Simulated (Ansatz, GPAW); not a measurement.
# Optical response of NaTaS2 (model structure)

Aim: the dielectric function of NaTaS2 (model structure), and the optical constants that follow from it. The cell was made here by substitution or stacking, whether or not such a phase is known. It was built so: All Li replaced by Na and V replaced by Ta in the P-3m1 structure of LiVS2. The cell is first relaxed with Ansatz.

Method: DFT, LDA, plane-wave PAW (GPAW data sets), scalar-relativistic, RPA, optical limit, in GPAW 26.7.0.

Most raw output is cut from this account.

**1. Starting point**

Symmetry: P-3m1, No. 164, trigonal system. Conventional cell: a = 3.721 Å, b = 3.721 Å, c = 6.757 Å, α = 90.00°, β = 90.00°, γ = 120.00°. Ta has 6 S at 2.67 Å nearest. S has 3 Ta at 2.67 Å and 3 Na at 2.80 Å nearest. Na has 6 S at 2.80 Å nearest. All Li replaced by Na and V replaced by Ta in the P-3m1 structure of LiVS2. Farther neighbours and most contacts between anions are not listed.

**2. Relaxation**

Spectra hang on bond lengths, so the cell is first brought to its minimum.

This step: DFT, LDA, plane-wave PAW, default files, scalar-relativistic, relaxation (Ansatz 0.2.0).

File input.yaml:

```yaml
crystal:
  lattice:
    - [3.72108381, 0.0, 0.0]
    - [-1.8605419, 3.22255311, 0.0]
    - [0.0, 0.0, 6.75691049]
  atoms:
    - { symbol: Ta, position: [0.0, 0.0, 0.0] }
    - { symbol: S, position: [0.66666667, 0.33333333, 0.765] }
    - { symbol: S, position: [0.33333333, 0.66666667, 0.235] }
    - { symbol: Na, position: [0.0, 0.0, 0.5] }
kpoints:
  mp_grid: { grid: [7, 7, 4] }
scf:
  occupations: { method: fermi_dirac, width: 0.05 }
hamiltonian:
  xc: lda
output:
  forces: true
  stress: true
  write_density: true
  write_potential: true
  elf: true
  volumetric_format: npy
relax:
  f_tol: 0.02
  max_steps: 50
  cell: {}
```

Launch:

```sh
$ ansatz run input.yaml --threads 1 --pin off --max-ram 4096MiB --backend cpu --events-out ev --progress --plain --runs-dir out
```

It took 18 s on 1 thread of Arm Neoverse V2, shared host; peak memory 0.36 GiB.

Relaxation path:

```csv
step,energy less that of the first step (eV),largest force component (eV/Å),pressure (GPa),volume (Å³)
1,0.0000,1.9860,-15.78,81.02
2,-0.8829,0.6793,-1.41,71.70
3,-1.1260,0.0565,0.97,67.61
4,-1.1340,0.0780,0.16,67.92
5,-1.1350,0.0230,0.09,68.28
6,-1.1350,0.0032,-0.04,68.31
7*,-1.1342,0.0031,-0.04,68.31
```

Relaxation steps marked * repeat the geometry before them on a plane-wave basis chosen anew for their cell, so energy and pressure can jump there.

Forces are held to the 12 operations that the run works with; a distortion that breaks them can't arise in this run.

```csv
"conventional cell, symmetrised",before,after,change
a (Å),3.721,3.346,-10.1 %
b (Å),3.721,3.346,-10.1 %
c (Å),6.757,7.045,+4.3 %
volume (Å³/atom),20.26,17.08,-15.7 %
```

The atoms that moved most (Å, as changes of fractional coordinates times the final cell):

```csv
atom,dx,dy,dz,length
S2,0.000,0.000,0.109,0.109
S3,0.000,0.000,-0.109,0.109
```

The relaxed structure:

```cif
data_structure
_symmetry_space_group_name_H-M 'P 1'
_symmetry_Int_Tables_number 1
_cell_length_a 3.3461
_cell_length_b 3.3461
_cell_length_c 7.0448
_cell_angle_alpha 90.000
_cell_angle_beta 90.000
_cell_angle_gamma 120.000
_cell_volume 68.31
loop_
_atom_site_label
_atom_site_type_symbol
_atom_site_fract_x
_atom_site_fract_y
_atom_site_fract_z
_atom_site_occupancy
Ta1 Ta 0.00000 0.00000 0.00000 1
S2 S 0.66667 0.33333 0.78043 1
S3 S 0.33333 0.66667 0.21957 1
Na4 Na 0.00000 0.00000 0.50000 1
```

The relaxation ends with a largest force component of 0.0031 eV/Å and a pressure of -0.04 GPa.

**3. Ground state**

The self-consistent density comes first; it also tells whether there is a gap, which decides the occupations and the need for a Drude term.

This step: DFT, LDA, plane-wave PAW (GPAW data sets), scalar-relativistic, ground state (GPAW 26.7.0).

File gs.py:

```python
from ase import Atoms
from ase.dft.bandgap import bandgap
from gpaw import GPAW, PW, FermiDirac

atoms = Atoms(['Ta', 'S', 'S', 'Na'],
              cell=[[3.34610753, 0.00000000, 0.00000000],
                    [-1.67305376, 2.89781412, 0.00000000],
                    [0.00000000, 0.00000000, 7.04479322]],
              scaled_positions=[[1.00000000, 0.00000000, 0.00000000],
                                [0.66666667, 0.33333333, 0.78043282],
                                [0.33333333, 0.66666667, 0.21956718],
                                [0.00000000, 0.00000000, 0.50000000]],
              pbc=[True, True, True])
atoms.calc = GPAW(mode=PW(450), xc='LDA', kpts={'size': (8, 8, 3), 'gamma': True},
                  occupations=FermiDirac(0.05), maxiter=150, txt='gs.txt')
print('energy (eV)', atoms.get_potential_energy())
print('Fermi level (eV)', atoms.calc.get_fermi_level())
print('valence electrons', atoms.calc.get_number_of_electrons())
print('gap (eV)', bandgap(atoms.calc, output=None)[0])
print('direct gap (eV)', bandgap(atoms.calc, direct=True, output=None)[0])
atoms.calc.write('gs.gpw')
```

Launch:

```sh
$ OMP_NUM_THREADS=1 python gs.py
```

Wall time 62 s (1 thread); peak memory 0.23 GiB.

Numbers from this step:

| Quantity | Value |
| --- | --- |
| energy | -26.32 eV |
| Fermi energy | 8.176 eV |
| electrons | 32 |

There are states at the Fermi level within the smearing, so the occupations stay smeared and the carriers get a Drude term.

**4. Bands for the response**

The response needs many more empty bands than the density does.

This step: DFT, LDA, plane-wave PAW (GPAW data sets), scalar-relativistic, bands at fixed density (GPAW 26.7.0).

File nscf.py:

```python
from ase.dft.bandgap import bandgap
from gpaw import GPAW, FermiDirac

calc = GPAW('gs.gpw').fixed_density(kpts={'size': (12, 12, 6), 'gamma': True}, nbands=56, convergence={'bands': 50},
                                    occupations=FermiDirac(0.05), txt='nscf.txt')
print('gap (eV)', bandgap(calc, output=None)[0])
print('direct gap (eV)', bandgap(calc, direct=True, output=None)[0])
print('top band over the Fermi level (eV)', min(calc.get_eigenvalues(kpt=k)[49] for k in range(len(calc.get_ibz_k_points()))) - calc.get_fermi_level())
calc.write('full.gpw', mode='all')
```

Launch:

```sh
$ OMP_NUM_THREADS=1 python nscf.py
```

It took 13 min on 1 thread; peak memory 0.93 GiB.

**5. Dielectric function, RPA**

Local fields let the induced charge screen the field inside the cell, which as a rule lowers ε, most along directions where the density is uneven.

This step: DFT, LDA, plane-wave PAW (GPAW data sets), scalar-relativistic, RPA, optical limit (GPAW 26.7.0).

File df.py:

```python
from gpaw.response.df import DielectricFunction

df = DielectricFunction('full.gpw', frequencies={'type': 'nonlinear', 'domega0': 0.03, 'omega2': 8},
                        ecut=30,
                        eta=0.15,
                        nbands=50,
                        rate=0.2,
                        txt='df.txt')
for direction in ['x', 'z']:
    df.get_dielectric_function(xc='RPA', direction=direction, filename=f'df_{direction}.csv')
```

Launch:

```sh
$ OMP_NUM_THREADS=1 python df.py
```

Elapsed: 2.5 min, on 1 thread; peak memory 0.35 GiB.

Read-outs, printed or worked out from the files:

| Property | Result |
| --- | --- |
| centre of weight of the strongest loss peak in the window | 20.70 eV |

Some rows of df_x.csv (energy; Re and Im without local fields; Re and Im with them):

```text
0.000000, 619.298583, 0.000000, 619.044830, 0.000000
0.555532, -51.159392, 80.483475, -51.463073, 80.596770
1.143969, -18.363352, 16.601684, -18.779467, 16.689922
1.768324, -4.519443, 5.419790, -5.031466, 5.394211
2.431988, 0.939161, 4.146719, 0.513263, 4.015439
3.138794, 2.315267, 2.977045, 1.882367, 2.915072
3.893091, 4.921651, 3.237971, 4.359122, 3.166784
4.699832, 6.296944, 4.836662, 5.566565, 4.632558
5.564682, 4.878490, 8.551044, 4.231869, 7.619550
6.494155, 1.156118, 8.519172, 1.377618, 7.691740
7.495775, -1.090308, 6.300594, -0.924340, 5.985080
8.578281, -0.482242, 4.534146, -0.608374, 4.119306
9.751884, -0.838066, 4.179234, -0.848573, 3.543087
11.028587, -1.135679, 2.773361, -0.980798, 2.165143
12.422601, -1.255398, 2.136034, -0.687073, 1.801244
13.950874, -0.839610, 1.534125, -0.321391, 1.323979
15.633783, -0.819016, 1.007070, -0.310636, 1.188732
17.496047, -0.452593, 0.454844, -0.186358, 0.738644
19.567954, -0.024747, 0.236466, 0.021335, 0.442360
21.887015, 0.235903, 0.149577, 0.204767, 0.335559
24.500258, 0.465490, 0.098795, 0.385264, 0.223386
```

Sum at mesh points, not converged in k. The Im ε by photon energy; read off at these points:

```csv
photon energy (eV),E ∥ x,E ∥ z
1.0,22.4,6.99
2.0,4.64,2.17
3.0,3.29,2.26
4.0,3.29,2.53
5.0,5.87,2.19
5.8,7.86,3.59
6.0,7.50,3.13
7.0,7.11,3.98
8.0,4.74,4.54
9.0,3.95,4.41
10.0,3.51,4.73
11.0,2.17,3.25
12.0,2.03,2.16
13.0,1.60,2.02
14.0,1.33,1.74
15.0,1.29,1.57
16.0,1.15,1.76
17.0,0.801,1.32
18.0,0.672,1.06
19.0,0.490,0.969
20.0,0.437,0.899
21.0,0.388,0.740
22.0,0.319,0.584
23.0,0.275,0.496
24.0,0.257,0.387
25.0,0.215,0.256
```

Values under 1 per cm are given as 1; sum at mesh points, not converged in k. The absorption coefficient by photon energy:

```csv
photon energy (eV),E ∥ x (1/cm),E ∥ z (1/cm)
1.01,5.4e5,1.7e5
1.99,4.2e5,1.2e5
3.02,3.1e5,1.7e5
3.98,2.9e5,2.4e5
4.98,5.7e5,2.4e5
6.02,1.0e6,4.6e5
6.99,1.3e6,6.3e5
8.03,1.4e6,9.4e5
9.02,1.4e6,1.1e6
10.03,1.6e6,1.5e6
11.03,1.4e6,1.6e6
12.02,1.4e6,1.3e6
13.00,1.4e6,1.3e6
14.04,1.3e6,1.3e6
14.96,1.4e6,1.3e6
16.03,1.4e6,1.5e6
16.96,1.4e6,1.6e6
18.05,1.2e6,1.3e6
18.97,1.0e6,1.3e6
20.06,8.8e5,1.4e6
20.95,7.5e5,1.2e6
22.02,6.5e5,1.2e6
23.01,5.2e5,1.0e6
24.04,4.9e5,8.8e5
24.97,4.1e5,6.0e5
```

The loss function −Im 1/ε at q → 0 has structure finer than the step of the table below, so its rows give means over 1 eV, whole bins alone (the curve runs from 0.619 to 25.6 eV). Peaks (eV: height): E ∥ x 20.4: 2.45; E ∥ z 24.2: 2.38.

Sum at mesh points, not converged in k. Loss function −Im 1/ε at q → 0 against energy loss; means over each step:

```csv
energy loss (eV),E ∥ x,E ∥ z
2,0.165,0.166
3,0.228,0.118
4,0.108,0.107
5,0.0927,0.0915
6,0.115,0.125
7,0.144,0.128
8,0.200,0.165
9,0.240,0.197
10,0.269,0.215
11,0.371,0.306
12,0.458,0.453
13,0.547,0.515
14,0.692,0.567
15,0.708,0.624
16,0.798,0.584
17,1.06,0.733
18,1.38,0.939
19,1.94,1.02
20,2.29,1.17
21,2.22,1.36
22,2.10,1.67
23,1.54,1.91
24,1.30,2.21
25,0.948,1.95
```

Sum at mesh points, not converged in k. The Im ε, E ∥ x by photon energy; read off at these points:

```csv
photon energy (eV),without local fields,with local fields
1.0,22.3,22.4
2.0,4.75,4.64
3.0,3.34,3.29
4.0,3.38,3.29
5.0,6.22,5.87
5.8,8.91,7.86
6.0,8.50,7.50
7.0,7.68,7.11
8.0,5.04,4.74
9.0,4.42,3.95
10.0,4.16,3.51
11.0,2.76,2.17
12.0,2.55,2.03
13.0,1.77,1.60
14.0,1.54,1.33
15.0,1.13,1.29
16.0,0.886,1.15
17.0,0.522,0.801
18.0,0.360,0.672
19.0,0.268,0.490
20.0,0.226,0.437
21.0,0.193,0.388
22.0,0.145,0.319
23.0,0.134,0.275
24.0,0.111,0.257
25.0,0.104,0.215
```

The reflectivity at normal incidence has structure finer than the step of the table below, so its rows give means over 0.5 eV, whole bins alone (the curve runs from 0.619 to 25.6 eV). Peaks (eV: height): E ∥ x 7.50: 37.5, 10.59: 38.2, 16.96: 30.2; E ∥ z 10.66: 30.5, 16.96: 22.8, 21.89: 18.6.

Sum at mesh points, not converged in k. The reflectivity at normal incidence by photon energy; means over each step:

```csv
photon energy (eV),E ∥ x (%),E ∥ z (%)
1.0,77.6,34.1
1.5,70.0,21.0
2.0,46.9,12.7
2.5,25.1,15.0
3.0,18.3,13.8
3.5,15.0,14.3
4.0,19.1,15.0
4.5,22.6,14.3
5.0,26.6,16.1
5.5,30.4,18.9
6.0,32.4,17.8
6.5,34.4,18.1
7.0,35.6,20.2
7.5,37.0,22.1
8.0,35.2,22.4
8.5,33.0,23.0
9.0,32.8,22.6
9.5,33.7,24.3
10.0,35.1,27.8
10.5,37.3,29.7
11.0,34.6,30.1
11.5,30.4,27.0
12.0,29.3,22.0
12.5,29.8,20.8
13.0,29.4,20.4
13.5,27.9,18.1
14.0,24.2,17.4
14.5,22.8,17.1
15.0,25.8,17.0
15.5,24.7,14.6
16.0,25.6,16.3
16.5,28.5,20.5
17.0,29.7,22.1
17.5,25.5,19.7
18.0,26.0,16.9
18.5,25.7,16.7
19.0,23.1,16.3
19.5,20.5,16.2
20.0,18.0,17.1
20.5,16.1,16.9
21.0,13.1,14.6
21.5,12.6,15.7
22.0,11.7,18.0
22.5,9.40,15.5
23.0,7.57,13.5
23.5,6.80,13.4
24.0,6.49,14.3
24.5,5.66,12.8
25.0,4.81,10.3
```

From ε follow the optical constants at some laser and lamp lines:

```csv
wavelength (nm),n x,k x,R (%) x,1/α x,n z,k z,R (%) z,1/α z
1064,1.73,4.609,75.9,18 nm,2.10,1.646,31.8,51 nm
800,1.10,3.153,69.3,20 nm,1.47,0.968,16.5,66 nm
633,1.14,2.108,49.4,24 nm,1.87,0.586,12.8,86 nm
450,1.60,1.214,22.3,29 nm,2.00,0.613,14.7,58 nm
405,1.60,0.974,17.0,33 nm,1.96,0.557,13.6,58 nm
365,1.82,0.711,13.9,41 nm,2.07,0.510,14.6,57 nm
193,2.18,1.770,34.2,8.7 nm,2.11,0.798,18.1,19 nm
```

In reflection the computed colour is faintly orange: x = 0.357, y = 0.350, luminous reflectivity 24 %.

**6. Summary of results**

| Property | Result |
| --- | --- |
| centre of weight of the strongest loss peak in the window, first axis | 20.7 eV |

In words: At this level (LDA, RPA) NaTaS2 is a metal. The mesh is too coarse to trust the carriers' weight, the reflectivity or the colour to better than tens of per cent. The cell shrank by 15.7 % in volume. In reflection the computed colour is faintly orange: x = 0.357, y = 0.350, luminous reflectivity 24 %. The carriers' damping of 0.2 eV is typed, not computed; it shapes the response at the lowest energies. The run has no spin polarisation; magnetic order or correlation, untested here, could change the spectrum. Spin-orbit coupling is left out although heavy atoms are present. The curves end at 26 eV, about where the summed bands run out. In this version of GPAW the matrix elements of the optical limit are incomplete, which can lower ε − 1 by up to a tenth where first-row anions or d states rule, and shift it by more in d metals. GPAW's carrier term has the form −ωp²/(ω + i·rate)², which damps like twice the rate and fails at low energy, so the curves leave the lowest energies out. The sum runs over mesh points 0.18 Å⁻¹ apart with no interpolation, so peaks are partly noise of the mesh, and the Drude plasma energy, a sum over the Fermi surface, isn't converged.

[Machine, clock and banner lines and Python warnings are left out of the logs.]

[Logs are printed without paths, hosts, clocks, repeated set-up lines and the standing remarks that a program may print on its own settings, such as how far it seeks lower states.]

[Hosts, paths, dates, database ids (printed as entryN), source tags and the programs' standing remarks are cut or masked in the printed files.]
